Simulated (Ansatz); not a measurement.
**Where Ga_i (6-fold void) puts its levels in the gap of GaN (F-43m)**

Charge states of Ga_i (6-fold void) in GaN (F-43m), set against the band edges. Model: a cell of 54 host atoms with 1 Ga put in.

Method: place-levels on r2SCAN runs: charge-transition levels and formation energies with image-charge correction and potential alignment at the atomic sites; PAW set soft_1, in Ansatz 0.2.0.

In doubt: warnings of the run leave room for a lower electronic state (in some of the runs), so energies may not be the lowest and differences between runs may mislead.

## (1) The structure

The cell holds 55 atoms: 28 Ga and 27 N. Its edges and angles: a = 9.542 Å, b = 9.542 Å, c = 9.542 Å, α = 60.0°, β = 60.0°, γ = 60.0°. It derives from GaN (space group F-43m). Nearest the centre at fractional (0.208, 0.875, 0.708): Ga55 at 0.00 Å, Ga5 at 1.86 Å, N18 at 1.86 Å, Ga35 at 1.86 Å, N6 at 1.86 Å, Ga23 at 1.86 Å, N36 at 1.86 Å, N4 at 2.92 Å.

As a file:

```xyz
55
Lattice="0.0000 6.7473 6.7473 6.7473 0.0000 6.7473 6.7473 6.7473 0.0000" Properties=species:S:1:pos:R:3 pbc="T T T"
Ga    0.0000    0.0000    0.0000
N     1.1245    1.1245    1.1245
Ga    2.2491    2.2491    0.0000
N     3.3736    3.3736    1.1245
Ga    4.4982    4.4982    0.0000
N     5.6227    5.6227    1.1245
Ga    2.2491    0.0000    2.2491
N     3.3736    1.1245    3.3736
Ga    4.4982    2.2491    2.2491
N     5.6227    3.3736    3.3736
Ga    6.7473    4.4982    2.2491
N     7.8718    5.6227    3.3736
Ga    4.4982    0.0000    4.4982
N     5.6227    1.1245    5.6227
Ga    6.7473    2.2491    4.4982
N     7.8718    3.3736    5.6227
Ga    8.9964    4.4982    4.4982
N    10.1209    5.6227    5.6227
Ga    0.0000    2.2491    2.2491
N     1.1245    3.3736    3.3736
Ga    2.2491    4.4982    2.2491
N     3.3736    5.6227    3.3736
Ga    4.4982    6.7473    2.2491
N     5.6227    7.8718    3.3736
Ga    2.2491    2.2491    4.4982
N     3.3736    3.3736    5.6227
Ga    4.4982    4.4982    4.4982
N     5.6227    5.6227    5.6227
Ga    6.7473    6.7473    4.4982
N     7.8718    7.8718    5.6227
Ga    4.4982    2.2491    6.7473
N     5.6227    3.3736    7.8718
Ga    6.7473    4.4982    6.7473
N     7.8718    5.6227    7.8718
Ga    8.9964    6.7473    6.7473
N    10.1209    7.8718    7.8718
Ga    0.0000    4.4982    4.4982
N     1.1245    5.6227    5.6227
Ga    2.2491    6.7473    4.4982
N     3.3736    7.8718    5.6227
Ga    4.4982    8.9964    4.4982
N     5.6227   10.1209    5.6227
Ga    2.2491    4.4982    6.7473
N     3.3736    5.6227    7.8718
Ga    4.4982    6.7473    6.7473
N     5.6227    7.8718    7.8718
Ga    6.7473    8.9964    6.7473
N     7.8718   10.1209    7.8718
Ga    4.4982    4.4982    8.9964
N     5.6227    5.6227   10.1209
Ga    6.7473    6.7473    8.9964
N     7.8718    7.8718   10.1209
Ga    8.9964    8.9964    8.9964
N    10.1209   10.1209   10.1209
Ga   10.6832    6.1850    7.3096
```

Screening for the image-charge correction: ε∞ = 6.00, ε0 = 10.56, computed on the host (DFPT, PBEsol, on the r2SCAN cell), and a cell off the functional's own equilibrium shifts the ionic part.

The cell's shortest repeat is 9.5 Å.

## (2) The runs of each charge state

Levels follow from differences of total energies between charge states, each relaxed by itself.

Random displacements of about 0.05 Å break the site symmetry at the start, so that the relaxation can reach a distorted minimum if there is one. Forces are taken on a 2×2×2 shifted mesh. The cell holds 1 electron fewer than the neutral one, with a uniform background that keeps it neutral on the whole.

The sampling was tested on the host first: at the k-points planned (1x1x1 shifted 0.25 0.25 0.25) its energy lies 0.067 eV an atom from the dense-mesh value, so the final energies take a denser sampling.

One of the inputs; charge, spin and start change from state to state.

Contents of qp1.relax/input.yaml:

```yaml
crystal:
  lattice:
    - [0.0, 2.24909694, 2.24909694]
    - [2.24909694, 0.0, 2.24909694]
    - [2.24909694, 2.24909694, 0.0]
  atoms:
    - { symbol: Ga, position: [0.0, 0.0, 0.0] }
    - { symbol: "N", position: [0.25, 0.25, 0.25] }
  supercell: [3, 3, 3]
  defects:
    - { interstitial: { symbol: Ga, position: [0.208333, 0.875, 0.708333] } }
total_charge: 1
basis:
  ecutwfc: 500
  xc_grid: 2
hamiltonian:
  xc: r2scan
  pseudopotentials: { kind: paw, azcp: { folder: soft_1 } }
kpoints:
  mp_grid: { grid: [2, 2, 2], shift: [0.5, 0.5, 0.5] }
scf:
  occupations: { method: fixed }
  max_iter: 100
output:
  forces: true
  charged_corrections: { epsilon: 6.0, static_epsilon: 10.56 }
relax:
  f_tol: 0.02
  max_steps: 80
  random_displacement: { amplitude: 0.05, seed: 9632 }
checkpoint:
  write: "../qp1.relax.run"
  compress: false
  write_wavefunctions: true
  write_every: 100000
```

Launch:

```
$ ansatz run input.yaml --threads 4 --pin off --max-ram 15073MiB --backend cpu --events-out ev --progress --plain --runs-dir out
```

The run of this state that the levels use, under r2SCAN:

Contents of qp1.point/input.yaml:

```yaml
crystal:
  checkpoint: "../qp1.relax.run"
  host: checkpoint
total_charge: 1
basis:
  ecutwfc: 500
  xc_grid: 2
hamiltonian:
  xc: r2scan
  pseudopotentials: { kind: paw, azcp: { folder: soft_1 } }
kpoints:
  mp_grid: { grid: [2, 2, 2], shift: [0.5, 0.5, 0.5] }
scf:
  occupations: { method: fixed }
  max_iter: 100
output:
  forces: true
  eigenvalues: true
  charged_corrections:
    epsilon: 6.0
    static_epsilon: 10.56
    defect_position: [0.208333, 0.875, 0.708333]
  eigenstates: { localisation: true }
  populations: true
  band_densities: [{ bands: [v1, v1] }, { bands: [c1, c1] }]
  write_density: true
  write_potential: true
  volumetric_format: npy
  elf: true
checkpoint:
  read: "../qp1.relax.run"
  write: "../qp1.point.run"
  compress: false
  write_wavefunctions: false
  write_every: 100000
```

Relaxations under r2SCAN at a 2×2×2 shifted mesh; times on 4 threads of Arm Neoverse V1, shared host:

```tsv
charge	moment (μB)	occupations	outcome	steps	largest displacement against the far atoms (Å)	time
0	1	fixed	converged	18	0.87	40 min
+1	0	fixed	converged	8	0.40	7.7 min
+2	1	fixed	converged	8	0.97	19 min
+3	0	fixed	converged	9	0.97	8.3 min
+1	2	fixed	converged	22	0.80	48 min
```

Single points under r2SCAN at a 2×2×2 shifted mesh; times on 4 threads of Arm Neoverse V1, shared host:

```tsv
charge	moment (μB)	occupations	outcome	time
0	1	fixed	converged	2 min
+1	0	fixed	converged	56 s
+2	1	fixed	converged	2.1 min
+3	0	fixed	converged	58 s
+1	2	fixed	converged	2 min
```

Distances (Å) from Ga55 to the nearest atoms after relaxation with r2SCAN:

```tsv
charge	moment (μB)	1.	2.	3.	4.	5.	6.
0	1	N 1.90	N 1.97	Ga 2.17	N 2.23	Ga 2.38	Ga 2.40
+1	0	N 1.96	N 1.96	N 1.97	Ga 2.22	Ga 2.22	Ga 2.22
+1	2	N 1.91	N 2.00	N 2.10	N 2.10	Ga 2.29	Ga 2.50
+2	1	N 1.93	N 1.93	N 1.93	N 1.93	Ga 2.47	Ga 2.48
+3	0	N 1.91	N 1.91	N 1.91	N 1.91	Ga 2.49	Ga 2.49
```

## (3) Placing the levels, r2SCAN

A charged cell interacts with its images and the background, and its potential has another zero than the host's. place-levels removes the first by a point-charge model, screened by the static dielectric constant since the ions have relaxed around the charge, and the second by comparing potentials at atoms far from the defect.

The host is a run of the defect-free crystal in the same cutoffs, grids and k-points, so that basis and sampling errors cancel in part in the differences. The host is run in a cell of 2 atoms on a matching mesh. Its band edges are searched through the zone by a band path, so the gap is smaller than, or equal to, that on the mesh. Chemical potentials are energies per atom of Ga (alpha-Ga (Cmce)), run with the same functional and cutoff.

Contents of levels.point.yaml:

```yaml
host:
  run: host.point.run
states: [q0_M1.point.run, qp1.point.run, qp2_M1.point.run, qp3.point.run, qp1_M2.point.run]
geometry_from:
  q0_M1.point.run: q0_M1.relax.run
  qp1.point.run: qp1.relax.run
  qp2_M1.point.run: qp2_M1.relax.run
  qp3.point.run: qp3.relax.run
  qp1_M2.point.run: qp1_M2.relax.run
  host.point.run: host.relax.run
chemical_potentials:
  Ga:
    energy: -3790.270342
    dataset: <sha256 of the dataset>
epsilon: 6.0
static_epsilon: 10.56
vertical:
  - { from: qp1.point.run, to: qp1.point_neutral.run }
  - { from: qp2_M1.point.run, to: qp2_M1.point_neutral.run }
  - { from: qp3.point.run, to: qp3.point_neutral.run }
  - { from: qp1_M2.point.run, to: qp1_M2.point_neutral.run }
```

Launch:

```
$ ansatz place-levels levels.point.yaml -- --threads 4 --pin off --max-ram 15073MiB
```

Numbers of over 12 decimals in the logs are rounded to 6 here.

Log:

```text
[... repeated set-up lines and file paths are left out, and long positions are rounded to six places ...]
(+3/+2) 2.225 eV above the valence edge (+2.265 eV without the band-filling correction), in the conduction band
(+2/+1) 2.724 eV above the valence edge (+2.683 eV without the band-filling correction), in the conduction band; not on the lower envelope
(+1/0) 2.644 eV above the valence edge, in the conduction band; not on the lower envelope
(+2/0) 2.684 eV above the valence edge (+2.664 eV without the band-filling correction), in the conduction band: charges between them are lowest nowhere
formation energy of charge +3: +2.365 eV with the Fermi level at the valence edge
formation energy of charge +2: +4.590 eV with the Fermi level at the valence edge
formation energy of charge +1: +7.314 eV with the Fermi level at the valence edge
formation energy of charge 0: +9.957 eV with the Fermi level at the valence edge
vertical +1 to 0: no energy, since no alignment is typed
  the change from vertical[0].from (qp1.point.run) to vertical[0].to (qp1.point_neutral.run): by its potential at epsilon 6 it stands at 0.168 0.833 0.650, with an rms radius of about 4.5 Å (2.8 2.8 2.3 Å across the planes of the cell's vectors); [...]
vertical +2 to 0: no energy, since no alignment is typed
  the change from vertical[1].from (qp2_M1.point.run) to vertical[1].to (qp2_M1.point_neutral.run): by its potential at epsilon 6 it stands at 0.102 0.769 0.766, with an rms radius of about 4.0 Å (2.3 2.3 2.3 Å across the planes of the cell's vectors); [...]
vertical +3 to 0: no energy, since no alignment is typed
  the change from vertical[2].from (qp3.point.run) to vertical[2].to (qp3.point_neutral.run): by its potential at epsilon 6 it stands at 0.097 0.763 0.760, with an rms radius of about 3.9 Å (2.2 2.2 2.2 Å across the planes of the cell's vectors); [...]
vertical +1 to 0: no energy, since no alignment is typed
  the change from vertical[3].from (qp1_M2.point.run) to vertical[3].to (qp1_M2.point_neutral.run): by its potential at epsilon 6 it stands at 0.061 0.874 0.724, with an rms radius of about 3.2 Å (1.7 2.1 1.7 Å across the planes of the cell's vectors); [...]
  edges by r2scan, gap 2.168 eV; the host is sampled to repeats of 19.08 Å
  the defect's cells are sampled to repeats of 19.08 Å, like sampling
  charge +3: -116578.4127 eV with its correction of +3.023 eV, at epsilon 10.56, aligned at sites: +0.3129 eV, mean over 16 atomic sites at or beyond 4.77 Å from the defect at [0.2083, 0.8750, 0.7083], with -0.000000 for the charge's moments and without [...]
  charge +2: -116566.6980 eV with its correction of +1.683 eV, at epsilon 10.56, aligned at sites: +0.3782 eV, mean over 16 atomic sites at or beyond 4.77 Å from the defect at [0.2083, 0.8750, 0.7083], with -0.000000 for the charge's moments and without [...]
  charge +1: -116554.5650 eV with its correction of +0.562 eV, at epsilon 10.56, aligned at sites: +0.3303 eV, mean over 16 atomic sites at or beyond 4.77 Å from the defect at [0.2083, 0.8750, 0.7083], with +0.000000 for the charge's moments and without [...]
  charge 0: +0.000 eV for its dipole among its images, +0.000 omitted
  charge +1: states[4] (qp1_M2.point.run) stands 0.044 eV higher, with a moment of 2.00 μB against 0.00
  of states[3] (qp3.point.run): it parts from the run at its places by a charge that spreads by about 2.2 Å along one vector (1.3 Å or more is wide), by its potential at epsilon 6, taken for that of held ions (one typed too small widens it), where the cell [...]
  of states[2] (qp2_M1.point.run): it parts from the run at its places by a charge that spreads by about 2.3 Å along one vector (1.3 Å or more is wide), by its potential at epsilon 6, taken for that of held ions (one typed too small widens it), where the cell [...]
  of states[1] (qp1.point.run): it parts from the run at its places by a charge that spreads by about 2.8 Å along one vector (1.3 Å or more is wide), by its potential at epsilon 6, taken for that of held ions (one typed too small widens it), where the cell [...]
  of states[0] (q0_M1.point.run): stability_check_not_made
  of states[4] (qp1_M2.point.run): it parts from the run at its places by a charge that spreads by about 2.1 Å along one vector (1.3 Å or more is wide), by its potential at epsilon 6, taken for that of held ions (one typed too small widens it), where the cell [...]
  of vertical[0].from (qp1.point.run): it parts from the run at its places by a charge that spreads by about 2.8 Å along one vector (1.3 Å or more is wide), by its potential at epsilon 6, taken for that of held ions (one typed too small widens it), where the [...]
  of vertical[0].to (qp1.point_neutral.run): stability_check_not_made
  of vertical[1].from (qp2_M1.point.run): stability_check_not_made; [...]
  of vertical[1].to (qp2_M1.point_neutral.run): stability_check_not_made
  of vertical[2].from (qp3.point.run): it parts from the run at its places by a charge that spreads by about 2.2 Å along one vector (1.3 Å or more is wide), by its potential at epsilon 6, taken for that of held ions (one typed too small widens it), where the [...]
  of vertical[2].to (qp3.point_neutral.run): stability_check_not_made
  of vertical[3].from (qp1_M2.point.run): stability_check_not_made; [...]
  of vertical[3].to (qp1_M2.point_neutral.run): stability_check_not_made
```

Wall time 0.57 s (4 threads of Arm Neoverse V1, shared host).

Under r2SCAN the gap is 2.17 eV, (+3/+2) 2.22 (outside the gap) (with band filling), (+2/+1) 2.72 (outside the gap) (with band filling), (+1/0) 2.64 (outside the gap) eV.

Levels between the charges placed, in eV above the valence top:

```tsv
	gap (eV)	(+3/+2)	(+2/+1)	(+1/0)
r2SCAN	2.17	2.22	2.72	2.64
```

Corrections by state:

```tsv
charge	moment (μB)	image terms and alignment (eV)	band filling (eV)	ε used	over the lowest of its charge, as the program ranks them, band filling apart (eV)
+3	0.0	3.023	-	10.56	0.000
+2	1.0	1.683	-0.040	10.56	0.000
+1	0.0	0.562	-	10.56	0.000
0	1.0	0.000	-	-	0.000
+1	2.0	0.612	-	10.56	0.044
```

The charged structures listed were also run neutral, and place-levels reads from each pair, by the potential or the spins, how wide the charge is by which they differ; that can be the carrier of either run.

```tsv
charge	rms radius (Å)	spread where it is widest against the cell (Å)	wide from (Å)	reading
+3	3.9	2.25	1.35	wide
+2	4.0	2.32	1.35	wide
+1	4.5	2.77	1.35	wide
```

The neutral runs of these pairs need not share the spin of the lowest neutral state, and very wide values only mean spread over the cell.

From the program's caveats on the states, each cut to its opening words:

- charge +3: it parts from the run at its places by a charge that spreads by about 2.2 Å along one vector (1.3 Å or more is wide), by its potential at epsilon 6, taken for [...]
- charge +3: its alignment with the host at atomic sites is doubtful: the mean over the far sites moves by -0.0710 eV from their farther parts to their nearer, more than [...]
- charge +3: the far atoms show a dipole or second moment of the defect's charge, for which the correction takes or leaves out 0.319 eV: further moments aren't read, and [...]
- charge +2 (1 μB): it parts from the run at its places by a charge that spreads by about 2.3 Å along one vector (1.3 Å or more is wide), by its potential at epsilon 6, taken for [...]
- charge +2 (1 μB): a band-filling correction moves a carrier to the host's band edge, which changes its energy by -0.040 eV
- charge +2 (1 μB): the far atoms show a dipole or second moment of the defect's charge, for which the correction takes or leaves out 0.135 eV: further moments aren't read, and [...]
- charge +2 (1 μB), 0 (1 μB), +1 (2 μB): flagged: stability check not made
- charge +1: it parts from the run at its places by a charge that spreads by about 2.8 Å along one vector (1.3 Å or more is wide), by its potential at epsilon 6, taken for [...]
- charge +1: its alignment with the host at atomic sites is doubtful: the mean over the far sites moves by -0.0727 eV from their farther parts to their nearer, more than [...]
- charge +1 (2 μB): it parts from the run at its places by a charge that spreads by about 2.1 Å along one vector (1.3 Å or more is wide), by its potential at epsilon 6, taken for [...]

The host's formation energy from the elements is -0.646 eV per atom; it sets how far the chemical potentials can move.

Formation energies (eV), Ga-rich (Δμ(Ga) = 0.00 eV, Δμ(N) = -1.29 eV):

```tsv
charge	Fermi level at the valence top	at the conduction bottom
+3	2.37	8.87
+2	4.59	8.93
+1	7.31	9.48
0	9.96	9.96
```

Formation energies (eV), N-rich (Δμ(N) = 0.00 eV, Δμ(Ga) = -1.29 eV):

```tsv
charge	Fermi level at the valence top	at the conduction bottom
+3	3.66	10.16
+2	5.88	10.22
+1	8.61	10.77
0	11.25	11.25
```

## (4) Placing the levels, PBEsol

PBEsol on the same structure is run to see how far the result rests on the functional, though not on the errors that semilocal functionals share.

Contents of qp1.pbesol/input.yaml:

```yaml
crystal:
  checkpoint: "../qp1.relax.run"
  host: checkpoint
total_charge: 1
basis:
  ecutwfc: 420
  xc_grid: 2
hamiltonian:
  xc: pbesol
  pseudopotentials: { kind: paw, azcp: { folder: soft_1 }, xc_functional: pbe }
kpoints:
  mp_grid: { grid: [2, 2, 2], shift: [0.5, 0.5, 0.5] }
scf:
  occupations: { method: fermi_dirac, width: 0.01 }
  max_iter: 100
output:
  forces: true
  eigenvalues: true
  charged_corrections:
    epsilon: 6.0
    static_epsilon: 10.56
    defect_position: [0.208333, 0.875, 0.708333]
checkpoint:
  write: "../qp1.pbesol.run"
  compress: false
  write_wavefunctions: false
  write_every: 100000
```

The job ended after 62 s (4 threads; peak memory 3.3 GiB).

Contents of levels.pbesol.yaml:

```yaml
host:
  run: host.pbesol.run
  levels_from: { run: edges.pbesol.run }
states: [q0_M1.pbesol.run, qp1.pbesol.run, qp2_M1.pbesol.run, qp3.pbesol.run, qp1_M2.pbesol.run]
geometry_from:
  q0_M1.pbesol.run: q0_M1.relax.run
  qp1.pbesol.run: qp1.relax.run
  qp2_M1.pbesol.run: qp2_M1.relax.run
  qp3.pbesol.run: qp3.relax.run
  qp1_M2.pbesol.run: qp1_M2.relax.run
  host.pbesol.run: host.relax.run
chemical_potentials:
  Ga:
    energy: -3743.205341
    dataset: <sha256 of the dataset>
```

Launch:

```
$ ansatz place-levels levels.pbesol.yaml -- --threads 4 --pin off --max-ram 15073MiB
```

Log:

```text
[...]
formation energy of charge +3: +2.539 eV with the Fermi level at the valence edge
formation energy of charge +2: +4.264 eV with the Fermi level at the valence edge
formation energy of charge +1: +6.837 eV with the Fermi level at the valence edge
formation energy of charge 0: +8.948 eV with the Fermi level at the valence edge
  edges by pbesol of host.levels_from (edges.pbesol.run), its mesh sampled to repeats of 34.99 Å (the valence edge +0.076 eV and the conduction edge -0.665 eV from those of the host's own run), gap 1.704 eV; the host is sampled to repeats of 19.08 Å
[... the lines on each state left out ...]
```

Elapsed: 0.35 s, on 4 threads.

Under PBEsol the gap is 1.70 eV, (+3/+2) 1.72 (outside the gap) (with band filling), (+2/+1) 2.57 (outside the gap) (with band filling), (+1/0) 2.11 (outside the gap) (with band filling) eV; the stage before (r2SCAN) gave a gap of 2.17 eV and levels within 0.53 eV of these.

## (5) The ladder

Levels between neighbouring charges, in eV above each run's own valence top:

```tsv
	gap (eV)	(+3/+2)	(+2/+1)	(+1/0)	CPU time a state at this stage (restarts are quicker than cold starts)
r2SCAN, 2×2×2 shifted mesh	2.17	2.22	2.72	2.64	6.1 min
PBEsol on r2SCAN structures, 2×2×2 shifted mesh	1.70	1.72	2.57	2.11	6.6 min
```

## (6) Results

| Item | Value |
| --- | --- |
| gap of the host | 2.17 eV (r2SCAN) |
| level (plus 3/plus 2) | 2.22 eV above the valence top, past the conduction bottom (2.27 eV above the valence top without the band-filling term) |
| level (plus 2/plus 1) | 2.72 eV above the valence top, past the conduction bottom, not a change between lowest states (2.68 eV above the valence top without the band-filling term) |
| level (plus 1/0) | 2.64 eV above the valence top, past the conduction bottom, not a change between lowest states |
| lowest of the charges placed, just above the valence top (0.02 eV) | +3 |
| lowest of the charges placed, just below the conduction bottom (0.02 eV) | +3 |
| lowest formation energy at mid-gap of the charges run, Ga-rich | 5.62 eV |
| lowest formation energy at mid-gap of the charges run, N-rich | 6.91 eV |

Of the charges placed (0, +1, +2 and +3), +3 is the lowest from 0.02 eV above the valence top to 0.02 eV below the conduction bottom, a gap of 2.17 eV. Charges above +3 and below 0 were not placed, so these runs say nothing of levels that involve them. States placed: +3 at 0 μB; +2 at 1 μB; +1 at 0 μB and 2 μB; 0 at 1 μB. Other spin states or structures, where not listed, weren't placed. The program finds carriers beyond a band edge of the host and adds a band-filling term at charge +2 (-0.04 eV); steps to such a charge show no bound level, and a defect level inside a band would be read the same way. Corrections reach 3.0 eV, so the cell is small for these charges and their levels are rough. At charge +2 and +3 the atom put in ends up to 1.0 Å from its starting place, so the name tells the start alone and the levels can join different sites. The program doubts the alignment of potentials for at least one state, a sign that the cell is small. Limits: r2SCAN makes the gap too small and tends to spread out bound carriers; where a gas molecule sets a chemical potential or the host's formation energy, its binding is uncorrected.

[Logs are printed without paths, hosts, clocks, repeated set-up lines and the standing remarks that a program may print on its own settings, such as how far it seeks lower states.]

[Hosts, paths, dates, database ids (printed as entryN), source tags and the programs' standing remarks are cut or masked in the printed files.]

[Where a table of states has a column of steps, it counts the stored structures, which are thinned; the runs took as many ionic steps or more.]

[A defect's name tells the site on which it was built; relaxed atoms can leave that site.]

[For some hosts the program warned that the k-mesh of the response run may be too coarse for force constants and the static dielectric constant; such warnings are not shown here.]
